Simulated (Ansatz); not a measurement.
# CaO (Fm-3m):Ca_i (8-fold void), thermodynamic levels from a 54-atom cell

Aim: at which Fermi levels does Ca_i (8-fold void) in CaO (Fm-3m) change its charge? The model is a cell of 54 host atoms with 1 Ca put in.

Method: place-levels on r2SCAN runs: charge-transition levels and formation energies with image-charge correction and potential alignment at the atomic sites; PAW set soft_1, in Ansatz 0.2.0.

Report form: the programs' logs are mostly left out.

## (1) Starting point

The cell holds 55 atoms: 28 Ca and 27 O. Its edges and angles: a = 10.173 Å, b = 10.173 Å, c = 10.173 Å, α = 60.0°, β = 60.0°, γ = 60.0°. It derives from CaO (space group Fm-3m). Nearest the centre at fractional (0.083, 0.750, 0.750): Ca55 at 0.00 Å, O54 at 2.08 Å, Ca17 at 2.08 Å, Ca5 at 2.08 Å, O16 at 2.08 Å, O12 at 2.08 Å, Ca13 at 2.08 Å, Ca35 at 2.08 Å.

As a file:

```xyz
55
Lattice="0.0000 7.1931 7.1931 7.1931 0.0000 7.1931 7.1931 7.1931 0.0000" Properties=species:S:1:pos:R:3 pbc="T T T"
Ca    0.0000    0.0000    0.0000
O     2.3977    2.3977    2.3977
Ca    2.3977    2.3977    0.0000
O     4.7954    4.7954    2.3977
Ca    4.7954    4.7954    0.0000
O     7.1931    7.1931    2.3977
Ca    2.3977    0.0000    2.3977
O     4.7954    2.3977    4.7954
Ca    4.7954    2.3977    2.3977
O     7.1931    4.7954    4.7954
Ca    7.1931    4.7954    2.3977
O     9.5908    7.1931    4.7954
Ca    4.7954    0.0000    4.7954
O     7.1931    2.3977    7.1931
Ca    7.1931    2.3977    4.7954
O     9.5908    4.7954    7.1931
Ca    9.5908    4.7954    4.7954
O    11.9885    7.1931    7.1931
Ca    0.0000    2.3977    2.3977
O     2.3977    4.7954    4.7954
Ca    2.3977    4.7954    2.3977
O     4.7954    7.1931    4.7954
Ca    4.7954    7.1931    2.3977
O     7.1931    9.5908    4.7954
Ca    2.3977    2.3977    4.7954
O     4.7954    4.7954    7.1931
Ca    4.7954    4.7954    4.7954
O     7.1931    7.1931    7.1931
Ca    7.1931    7.1931    4.7954
O     9.5908    9.5908    7.1931
Ca    4.7954    2.3977    7.1931
O     7.1931    4.7954    9.5908
Ca    7.1931    4.7954    7.1931
O     9.5908    7.1931    9.5908
Ca    9.5908    7.1931    7.1931
O    11.9885    9.5908    9.5908
Ca    0.0000    4.7954    4.7954
O     2.3977    7.1931    7.1931
Ca    2.3977    7.1931    4.7954
O     4.7954    9.5908    7.1931
Ca    4.7954    9.5908    4.7954
O     7.1931   11.9885    7.1931
Ca    2.3977    4.7954    7.1931
O     4.7954    7.1931    9.5908
Ca    4.7954    7.1931    7.1931
O     7.1931    9.5908    9.5908
Ca    7.1931    9.5908    7.1931
O     9.5908   11.9885    9.5908
Ca    4.7954    4.7954    9.5908
O     7.1931    7.1931   11.9885
Ca    7.1931    7.1931    9.5908
O     9.5908    9.5908   11.9885
Ca    9.5908    9.5908    9.5908
O    11.9885   11.9885   11.9885
Ca   10.7896    5.9942    5.9942
```

Known beforehand: the electronic dielectric constant, 3.85, and the static one, 16.67, computed on the host (DFPT, PBEsol, on the r2SCAN cell), and a cell off the functional's own equilibrium shifts the ionic part.

The cell's shortest repeat is 10.2 Å.

## (2) Charge states

Levels follow from differences of total energies between charge states, each relaxed by itself.

Each atom starts 0.05 Å or so off its site in a random direction: a symmetric start keeps its symmetry, and would miss off-centre moves and Jahn–Teller distortions. Forces are taken at one point at (¼, ¼, ¼). The cell holds 1 electron more than the neutral one, with a uniform background that keeps it neutral on the whole. The electron count is odd, so at least one spin is unpaired; this run locks the moment at 1 μB.

The sampling was tested on the host first: at the k-points planned (1x1x1 shifted 0.25 0.25 0.25) its energy lies 0.005 eV an atom from the dense-mesh value, under the bound of 0.02 eV set for this test; that bounds the host's error, not the defect's.

One state's input; the others differ in charge, spin, start and seed, and in occupations where the table says so.

Contents of qm1_M1.relax/input.yaml:

```yaml
crystal:
  lattice:
    - [0.0, 2.39769239, 2.39769239]
    - [2.39769239, 0.0, 2.39769239]
    - [2.39769239, 2.39769239, 0.0]
  atoms:
    - { symbol: Ca, position: [0.0, 0.0, 0.0] }
    - { symbol: O, position: [0.5, 0.5, 0.5] }
  supercell: [3, 3, 3]
  defects: [{ interstitial: { symbol: Ca, position: [0.083333, 0.75, 0.75] } }]
total_charge: -1
basis:
  ecutwfc: 500
  xc_grid: 2
hamiltonian:
  xc: r2scan
  pseudopotentials: { kind: paw, azcp: { folder: soft_1 } }
kpoints:
  mp_grid: { grid: [1, 1, 1], shift: [0.25, 0.25, 0.25] }
magnetization:
  spin_polarized: true
  initial_magnetization: 1
  spin_locking: { lock_magnetization: hard }
scf:
  occupations: { method: fixed }
  max_iter: 80
output:
  forces: true
  charged_corrections: { epsilon: 3.85, static_epsilon: 16.67 }
relax:
  f_tol: 0.02
  max_steps: 80
  random_displacement: { amplitude: 0.05, seed: 222 }
checkpoint:
  write: "../qm1_M1.relax.run"
  compress: false
  write_wavefunctions: true
  write_every: 100000
```

Launch:

```bash
$ ansatz run input.yaml --threads 8 --pin off --max-ram 15073MiB --backend cpu --events-out ev --progress --plain --runs-dir out
```

The relaxed structure is kept and the sampling changed to a 2×2×2 shifted mesh.

The run of this state that the levels use, under r2SCAN:

Contents of qm1_M1.point/input.yaml:

```yaml
crystal:
  checkpoint: "../qm1_M1.relax.run"
  host: checkpoint
total_charge: -1
basis:
  ecutwfc: 500
  xc_grid: 2
hamiltonian:
  xc: r2scan
  pseudopotentials: { kind: paw, azcp: { folder: soft_1 } }
kpoints:
  mp_grid: { grid: [2, 2, 2], shift: [0.5, 0.5, 0.5] }
magnetization:
  spin_polarized: true
  initial_magnetization: 1
  spin_locking: { lock_magnetization: hard }
scf:
  occupations: { method: fermi_dirac, width: 0.01 }
  max_iter: 80
output:
  forces: true
  eigenvalues: true
  charged_corrections:
    epsilon: 3.85
    static_epsilon: 16.67
    defect_position: [0.083333, 0.75, 0.75]
  eigenstates: { localisation: true }
  populations: true
  efg: {}
checkpoint:
  read: "../qm1_M1.relax.run"
  write: "../qm1_M1.point.run"
  compress: false
  write_wavefunctions: false
  write_every: 100000
```

Relaxations under r2SCAN at one point at (¼, ¼, ¼); times on 8 threads of Arm Neoverse N1, shared host:

| charge | moment (μB) | occupations | outcome | steps | largest displacement against the far atoms (Å) | time |
| --- | --- | --- | --- | --- | --- | --- |
| −1 | 1 | fixed | converged | 9 | 0.37 | 6.4 min |
| 0 | 0 | fixed | converged | 12 | 0.39 | 3.6 min |
| +1 | 1 | fixed | converged | 9 | 0.41 | 6.6 min |
| +2 | 0 | fixed | converged | 7 | 0.42 | 2.2 min |
| 0 | 2 | fixed | converged | 8 | 0.38 | 5.9 min |

Single points under r2SCAN at a 2×2×2 shifted mesh; times on 8 threads of Arm Neoverse N1, shared host:

| charge | moment (μB) | occupations | outcome | time |
| --- | --- | --- | --- | --- |
| −1 | 1 | fermi-dirac | converged | 4.3 min |
| 0 | 0 | fermi-dirac | converged | 1.9 min |
| +1 | 1 | fermi-dirac | converged | 4.3 min |
| +2 | 0 | fermi-dirac | converged | 1.7 min |
| 0 | 2 | fermi-dirac | converged | 5.1 min |

Distances (Å) from Ca55 to the nearest atoms after relaxation with r2SCAN:

| charge | moment (μB) | 1. | 2. | 3. | 4. | 5. | 6. |
| --- | --- | --- | --- | --- | --- | --- | --- |
| −1 | 1 | O 2.16 | O 2.16 | O 2.17 | O 2.18 | Ca 2.42 | Ca 2.43 |
| 0 | 0 | O 2.14 | O 2.14 | O 2.16 | O 2.16 | Ca 2.44 | Ca 2.44 |
| 0 | 2 | O 2.14 | O 2.14 | O 2.14 | O 2.15 | Ca 2.45 | Ca 2.46 |
| +1 | 1 | O 2.12 | O 2.12 | O 2.13 | O 2.13 | Ca 2.47 | Ca 2.47 |
| +2 | 0 | O 2.11 | O 2.11 | O 2.11 | O 2.11 | Ca 2.49 | Ca 2.49 |

## (3) Placing the levels, r2SCAN

A charged cell interacts with its images and the background, and its potential has another zero than the host's. place-levels removes the first by a point-charge model, screened by the static dielectric constant since the ions have relaxed around the charge, and the second by comparing potentials at atoms far from the defect.

The host is a run of the defect-free crystal in the same cutoffs, grids and k-points, so that basis and sampling errors cancel in part in the differences. The host is run in a cell of 2 atoms on a matching mesh. Its band edges are searched through the zone by a band path, so the gap is smaller than, or equal to, that on the mesh. Chemical potentials are energies per atom of Ca (fcc), run with the same functional and cutoff.

Contents of levels.point.yaml:

```yaml
host:
  run: host.point.run
states: [qm1_M1.point.run, q0.point.run, qp1_M1.point.run, qp2.point.run, q0_M2.point.run]
geometry_from:
  qm1_M1.point.run: qm1_M1.relax.run
  q0.point.run: q0.relax.run
  qp1_M1.point.run: qp1_M1.relax.run
  qp2.point.run: qp2.relax.run
  q0_M2.point.run: q0_M2.relax.run
chemical_potentials:
  Ca:
    energy: -1821.671293
    dataset: <sha256 of the dataset>
epsilon: 3.85
static_epsilon: 16.67
vertical:
  - { from: qm1_M1.point.run, to: qm1_M1.point_neutral.run }
  - { from: qp1_M1.point.run, to: qp1_M1.point_neutral.run }
  - { from: qp2.point.run, to: qp2.point_neutral.run }
```

Launch:

```bash
$ ansatz place-levels levels.point.yaml -- --threads 8 --pin off --max-ram 15073MiB
```

The job ended after 1 s (8 threads of Arm Neoverse N1, shared host).

Levels between the charges placed, in eV above the valence top:

|  | gap (eV) | (+2/+1) | (+1/0) | (0/−1) |
| --- | --- | --- | --- | --- |
| r2SCAN | 4.20 | 3.96 | 4.15 | 4.22 |

Corrections by state:

| charge | moment (μB) | image terms and alignment (eV) | band filling (eV) | ε used | over the lowest of its charge, as the program ranks them, band filling apart (eV) |
| --- | --- | --- | --- | --- | --- |
| +2 | 0.0 | 1.421 | - | 16.67 | 0.000 |
| +1 | 1.0 | 0.628 | - | 16.67 | 0.000 |
| 0 | 0.0 | 0.000 | - | - | 0.000 |
| −1 | 1.0 | -0.419 | -0.337 | 16.67 | 0.000 |
| 0 | 2.0 | 0.000 | - | - | 0.246 |

The charged structures listed were also run neutral, and place-levels reads from each pair, by the potential or the spins, how wide the charge is by which they differ; that can be the carrier of either run.

| charge | rms radius (Å) | spread where it is widest against the cell (Å) | wide from (Å) | reading |
| --- | --- | --- | --- | --- |
| +2 | 5.1 | 2.96 | 1.44 | wide |
| +1 | 4.9 | 2.87 | 1.44 | wide |
| −1 | 4.0 | 2.36 | 1.44 | wide |

The neutral runs of these pairs need not share the spin of the lowest neutral state, and very wide values only mean spread over the cell.

From the program's caveats on the states, each cut to its opening words:

- charge +2, +1 (1 μB): how wide its charge is, is not read beside other atoms or cores, and a band state would take no correction
- charge +2: its alignment with the host at atomic sites is doubtful: the mean over the far sites moves by -0.0533 eV from their farther parts to their nearer, more than [...]
- charge +2: its displacements don't fall off away from the defect: farther atoms stand 0.014 Å off the host's places
- charge +1 (1 μB): its alignment with the host at atomic sites is doubtful: the mean over the far sites moves by -0.0699 eV from their farther parts to their nearer, more than [...]
- charge +1 (1 μB): its moments are held at its close (magnetization.spin_locking), by a field of 0.019 eV a Bohr magneton, and its energy and levels are of the state that this [...]
- charge +1 (1 μB), −1 (1 μB), 0 (2 μB): flagged: stability check not made
- charge 0: its alignment with the host at atomic sites is doubtful: the mean over the far sites moves by -0.0838 eV from their farther parts to their nearer, more than [...]
- charge 0: its displacements don't fall off away from the defect: farther atoms stand 0.016 Å off the host's places
- charge −1 (1 μB): it parts from the run at its places by a charge that spreads by about 2.4 Å along one vector (1.4 Å or more is wide), by its potential at epsilon 3.85, taken [...]
- charge −1 (1 μB): a band-filling correction moves a carrier to the host's band edge, which changes its energy by -0.337 eV
- charge −1 (1 μB): its alignment with the host at atomic sites is doubtful: the mean over the far sites moves by -0.0852 eV from their farther parts to their nearer, more than [...]
- charge −1 (1 μB): the host's ions (past the first shell or, of a walk that freed a part, those that it held) aren't shown at rest: they stand up to 0.055 Å off their sites, 1.21 [...]
- charge −1 (1 μB): its moments are held at its close (magnetization.spin_locking), by a field of 0.142 eV a Bohr magneton, and its energy and levels are of the state that this [...]
- charge 0 (2 μB): its alignment with the host at atomic sites is doubtful: the mean over the far sites moves by -0.0652 eV from their farther parts to their nearer, more than [...]

The host's formation energy from the elements is -3.216 eV per atom; it sets how far the chemical potentials can move.

Limit set by the element alone; other compounds of these elements are not counted. Chemical potentials from the elements' reference states: Ca 0.00 eV, O -6.43 eV. Formation energies (Ca-rich), with the Fermi level at the valence top and at the conduction bottom (gap 4.20 eV):

| charge | at valence top (eV) | at conduction bottom (eV) | correction included (eV) |
| --- | --- | --- | --- |
| +2 | -0.05 | 8.34 | 1.42 |
| +1 | 3.91 | 8.11 | 0.63 |
| 0 | 8.06 | 8.06 | 0.00 |
| −1 | 12.29 | 8.09 | -0.76 |

```json
{"Fermi level (eV)": "0.00", "lowest formation energy (eV)": "-0.05"}
{"Fermi level (eV)": "0.38", "lowest formation energy (eV)": "0.71"}
{"Fermi level (eV)": "0.76", "lowest formation energy (eV)": "1.47"}
{"Fermi level (eV)": "1.14", "lowest formation energy (eV)": "2.23"}
{"Fermi level (eV)": "1.53", "lowest formation energy (eV)": "3.00"}
{"Fermi level (eV)": "1.91", "lowest formation energy (eV)": "3.76"}
{"Fermi level (eV)": "2.29", "lowest formation energy (eV)": "4.53"}
{"Fermi level (eV)": "2.67", "lowest formation energy (eV)": "5.29"}
{"Fermi level (eV)": "3.05", "lowest formation energy (eV)": "6.05"}
{"Fermi level (eV)": "3.43", "lowest formation energy (eV)": "6.82"}
{"Fermi level (eV)": "3.82", "lowest formation energy (eV)": "7.58"}
{"Fermi level (eV)": "4.20", "lowest formation energy (eV)": "8.06"}
```

Limit set by the element alone; other compounds of these elements are not counted. Chemical potentials from the elements' reference states: O 0.00 eV, Ca -6.43 eV. Formation energies (O-rich), with the Fermi level at the valence top and at the conduction bottom (gap 4.20 eV):

| charge | at valence top (eV) | at conduction bottom (eV) | correction included (eV) |
| --- | --- | --- | --- |
| +2 | 6.38 | 14.77 | 1.42 |
| +1 | 10.34 | 14.54 | 0.63 |
| 0 | 14.50 | 14.50 | 0.00 |
| −1 | 18.72 | 14.52 | -0.76 |

(Fermi level (eV), lowest formation energy (eV)): (0.00, 6.38), (0.38, 7.14), (0.76, 7.91), (1.14, 8.67), (1.53, 9.43), (1.91, 10.19), (2.29, 10.96), (2.67, 11.72), (3.05, 12.49), (3.43, 13.25), (3.82, 14.01), (4.20, 14.50)

## (4) Effect of the sampling

The relaxations' own energies give the levels at their sampling, for comparison.

Contents of levels.relax_mesh.yaml:

```yaml
host:
  run: host.relax.run
states: [qm1_M1.relax.run, q0.relax.run, qp1_M1.relax.run, qp2.relax.run, q0_M2.relax.run]
chemical_potentials:
  Ca:
    energy: -1821.671293
    dataset: <sha256 of the dataset>
```

Launch:

```bash
$ ansatz place-levels levels.relax_mesh.yaml -- --threads 8 --pin off --max-ram 15073MiB
```

The job ended after 0.33 s (8 threads).

Levels between neighbouring charges, in eV above the valence top:

|  | gap (eV) | (+2/+1) | (+1/0) | (0/−1) |
| --- | --- | --- | --- | --- |
| one point at (¼, ¼, ¼) | 4.18 | 4.01 | 4.18 | 4.27 |
| a 2×2×2 shifted mesh | 4.20 | 3.96 | 4.15 | 4.22 |

Going from one point at (¼, ¼, ¼) to a 2×2×2 shifted mesh moves the levels that carry no band-filling term by up to 0.04 eV and formation energies against the elements by up to 0.09 eV; band-filling terms, which differ between samplings, are in these energies.

## (5) Another choice

In this try the input is made faulty on purpose, to show what that does.

Another version of the file is tried.

levels.try0.yaml is levels.point.yaml with these lines changed:

```diff
+defect_position:
+  qm1_M1.point.run: [0.3333, 0.0, 0.0]
+  qp1_M1.point.run: [0.5833, 0.25, 0.25]
+  qp2.point.run: [0.3333, 0.0, 0.0]
```

Launch:

```bash
$ ansatz place-levels levels.try0.yaml -- --threads 8 --pin off --max-ram 15073MiB
```

The change: the charge placed away from the defect.

No levels were formed: the file was rejected.

## (6) A changed set-up

levels.try1.yaml is levels.point.yaml with these lines changed:

```diff
-  Ca:
-    energy: -1821.671293
-    dataset: <sha256 of the dataset>
+  Ca: -1821.671293
```

Launch:

```bash
$ ansatz place-levels levels.try1.yaml -- --threads 8 --pin off --max-ram 15073MiB
```

The change: chemical potentials as bare numbers.

The command refused this file.

## (7) Outcome

* gap of the host: 4.20 eV (r2SCAN)
* level (plus 2/plus 1): 3.96 eV above the valence top
* level (plus 1/0): 4.15 eV above the valence top
* level (0/minus 1): 4.22 eV above the valence top, past the conduction bottom (4.56 eV above the valence top without the band-filling term)
* lowest of the charges placed, just above the valence top (0.02 eV): +2
* lowest of the charges placed, just below the conduction bottom (0.02 eV): 0
* lowest formation energy at mid-gap of the charges run, Ca-rich: 4.14 eV
* lowest formation energy at mid-gap of the charges run, O-rich: 10.58 eV
* standing of these levels: doubtful, see below

**Reading.** Of the charges placed (−1, 0, +1 and +2), the lowest changes at 3.96 eV (+2/+1) and 4.15 eV (+1/0) above the valence top, in a gap of 4.20 eV. A neutral run at a charged structure lies 0.06 eV below the neutral state placed. Unless it holds a band carrier, charge 0 isn't at its lowest here, and with that energy the steps would read (+1/0) 4.10 eV and (0/−1) 4.28 eV, which can change which charges are lowest. (+2/+1) and (+1/0) lie nearer to a band edge than the share of the finite-size correction in them (0.79 and 0.63 eV), and that correction holds for a localised charge alone. (+1/0) lies 0.04 eV from a band edge, less than the doubt on such levels. Charges above +2 were not placed, so these runs say nothing of levels that involve them. States placed: +2 at 0 μB; +1 at 1 μB; 0 at 0 μB and 2 μB; −1 at 1 μB. Other spin states or structures, where not listed, weren't placed. The program finds carriers beyond a band edge of the host and adds a band-filling term at charge −1 (-0.34 eV); steps to such a charge show no bound level, and a defect level inside a band would be read the same way. Going from one point at (¼, ¼, ¼) to a 2×2×2 shifted mesh moves the levels that carry no band-filling term by up to 0.04 eV and formation energies against the elements by up to 0.09 eV; band-filling terms, which differ between samplings, are in these energies. The program doubts the alignment of potentials for at least one state, a sign that the cell is small. What this leaves open: r2SCAN makes the gap too small and tends to spread out bound carriers; where a gas molecule sets a chemical potential or the host's formation energy, its binding is uncorrected; force components of up to 0.20 eV/Å remain in a run at the final settings.

[Logs are printed without paths, hosts, clocks, repeated set-up lines and the standing remarks that a program may print on its own settings, such as how far it seeks lower states.]

[Hosts, paths, dates, database ids (printed as entryN), source tags and the programs' standing remarks are cut or masked in the printed files.]

[Where a table of states has a column of steps, it counts the stored structures, which are thinned; the runs took as many ionic steps or more.]

[A defect's name tells the site on which it was built; relaxed atoms can leave that site.]

[For some hosts the program warned that the k-mesh of the response run may be too coarse for force constants and the static dielectric constant; such warnings are not shown here.]
